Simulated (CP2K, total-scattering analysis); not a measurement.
# water and urea: neutron diffraction with isotope substitution

Two samples of water and urea (24 H2O and 4 urea; N 7.7, C 3.9, O 26.9, H 61.5 atom %; 320 K, fixed volume; ρ₀ = 0.1024 Å⁻³) differ only in the isotope of H: D (b = 6.6681 fm) and H (b = -3.7395 fm). Other lengths: N 9.36, C 6.6472, O 5.8037 fm. The data are simulated by ab initio molecular dynamics with CP2K (revPBE-D3(BJ), Gaussian and plane waves, DZVP-MOLOPT-SR basis, GTH potentials, 400 Ry, CSVR thermostat, no spin, fixed volume, H with the mass of D). The average runs over 0.70 ps of 104 atoms, so shells between rare elements are rough. Mean temperature 314 K, largest m.s.d. 1.62 Å², energy drift -4 meV an atom (last third less first, no steady trend); the first quarter of the run is discarded. Start: last frame of a classical run of this cell at the same density and temperature. So short a stretch relaxes bonds and nearest shells but still remembers its start. It is a liquid as far as so short a run tells. The partials come from the cell's reciprocal vectors below 4 Å⁻¹ and from g(r) above; absorption, incoherent and inelastic scattering are left out. F(Q) = Σ ci cj bi bj (Sij − 1), in barn per steradian and atom:

```tsv
Q (Å⁻¹)	2H	1H	difference
0.9	-0.301	-0.146	-0.155
1.2	-0.173	-0.152	-0.021
1.5	-0.091	-0.149	0.058
1.8	0.146	-0.126	0.272
2.1	0.347	-0.124	0.471
2.4	0.251	-0.123	0.374
2.7	0.013	-0.070	0.082
3.0	-0.093	0.007	-0.100
3.3	-0.072	0.028	-0.101
3.6	-0.070	0.025	-0.095
3.9	-0.071	-0.003	-0.068
4.2	-0.075	0.004	-0.079
4.5	-0.096	0.026	-0.121
4.8	-0.110	0.059	-0.170
5.1	-0.107	0.088	-0.194
5.4	-0.077	0.095	-0.171
5.7	-0.033	0.074	-0.107
6.0	0.004	0.037	-0.033
6.3	0.024	0.004	0.020
6.6	0.028	-0.017	0.045
6.9	0.024	-0.030	0.055
7.2	0.023	-0.044	0.067
7.5	0.033	-0.055	0.087
7.8	0.053	-0.058	0.111
8.1	0.070	-0.053	0.123
8.4	0.069	-0.041	0.110
8.7	0.052	-0.021	0.073
9.0	0.031	0.000	0.031
9.3	0.014	0.013	0.001
9.6	-0.002	0.013	-0.016
9.9	-0.019	0.011	-0.030
10.2	-0.033	0.013	-0.046
10.5	-0.044	0.018	-0.062
10.8	-0.052	0.026	-0.077
```

The first difference in real space, ΔG(r), in barn (from the pair functions, so without the broadening of a finite Q range):

```
r (Å)  first difference G(r)
 0.50                 -0.439
 0.58                 -0.439
 0.66                 -0.439
 0.74                 -0.439
 0.82                 -0.439
 0.90                 -0.360
 0.98                  6.739
 1.06                  0.980
 1.14                 -0.436
 1.22                 -0.439
 1.30                 -0.439
 1.38                 -0.434
 1.46                 -0.363
 1.54                 -0.081
 1.62                 -0.134
 1.70                 -0.156
 1.78                 -0.160
 1.86                 -0.179
 1.94                 -0.148
 2.02                 -0.014
 2.10                 -0.035
 2.18                 -0.194
 2.26                 -0.177
 2.34                 -0.160
 2.42                 -0.123
 2.50                 -0.090
 2.58                 -0.116
 2.66                 -0.145
 2.74                 -0.171
 2.82                 -0.112
 2.90                 -0.078
 2.98                 -0.024
 3.06                  0.034
 3.14                  0.131
 3.22                  0.226
 3.30                  0.155
 3.38                  0.111
 3.46                  0.083
 3.54                  0.067
```

Q: What does the difference say of the neighbours of H?

Pairs without H cancel. ΔG(r) = Σ W [g(r) − 1] with W = 2 c(H) c(j) b(j) Δb, and c(H)² (b₁² − b₂²) for H–H: H–N 0.0922, H–C 0.0328, H–O 0.2001, H–H 0.1154 barn. At small r, ΔG → −ΣW = -0.441; in this finite cell the H–H term carries (N − 1)/N with N = 64 atoms of H, which gives -0.439.

The first feature holds O–H (0.98 Å, 0.8 neighbours by the coordinates) and N–H (1.02 Å, 0.2 neighbours by the coordinates) together, so its area gives only their weighted sum.

Shells of H from the coordinates: O–H at 0.98 Å, 0.8 neighbours to 1.26 Å; N–H at 1.02 Å, 0.2 neighbours to 1.30 Å; H–H at 1.55 Å, 1.0 neighbours to 1.92 Å; C–H at 2.05 Å, 0.3 neighbours to 2.34 Å (first peaks with a usable minimum only). Counts average over all H, whatever molecule they sit on, and second peaks of a pair (H two bonds away, hydrogen bonds) add features between 1.5 and 2.5 Å that aren't listed. The structure is taken to be the same for both isotopes, which holds least well for H and D.

[Logs are printed without paths, hosts, clocks, repeated set-up lines and the standing remarks that a program may print on its own settings, such as how far it seeks lower states.]
